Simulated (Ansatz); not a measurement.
# Direct or indirect: SnCl4 sheet (P4/mmm)

```xyz
5
Lattice="5.1834 0.0000 0.0000 5.1834 5.1834 0.0000 0.0000 0.0000 19.6600" Properties=species:S:1:pos:R:3 pbc="T T T"
Sn    0.0000    0.0000    9.8300
Cl    5.1834    2.5917    9.8300
Cl    2.5917    0.0000    9.8300
Cl    0.0000    0.0000   12.1591
Cl    0.0000    0.0000    7.5009
```

Method: Ansatz, PBE, independent particles, without spin-orbit coupling, line width 0.1 eV (Gaussian). The band structure gives a fundamental gap of 1.27 eV. The spectrum of vertical transitions near the edge:

| E (eV) | absorbance (%), E ∥ xy |
| --- | --- |
| 0.78 | 0.00 |
| 0.90 | 0.00 |
| 1.02 | 0.00 |
| 1.14 | 0.00 |
| 1.26 | 0.00 |
| 1.38 | 0.00 |
| 1.50 | 0.00 |
| 1.62 | 0.00 |
| 1.74 | 0.15 |
| 1.86 | 0.75 |
| 1.98 | 1.30 |
| 2.10 | 1.45 |
| 2.22 | 1.38 |
| 2.34 | 1.31 |
| 2.46 | 1.24 |
| 2.58 | 1.17 |
| 2.70 | 1.12 |
| 2.82 | 1.07 |
| 2.94 | 1.04 |
| 3.06 | 1.04 |

Problem. Is the gap direct or indirect, and about where do vertical transitions set in?

Solution. Indirect, by the band path, whose least direct gap is 1.81 eV. The curves fit this: they stay near zero above 1.27 eV and rise only from about 1.8 eV, though a forbidden direct transition would look alike. Lines are broadened by 0.1 eV, which spreads the edge, and phonons, which would give weak absorption from the fundamental gap up, are left out.

Cells made by substitution are models, which may or may not match a known phase.

[Logs are printed without paths, hosts, clocks, repeated set-up lines and the standing remarks that a program may print on its own settings, such as how far it seeks lower states.]
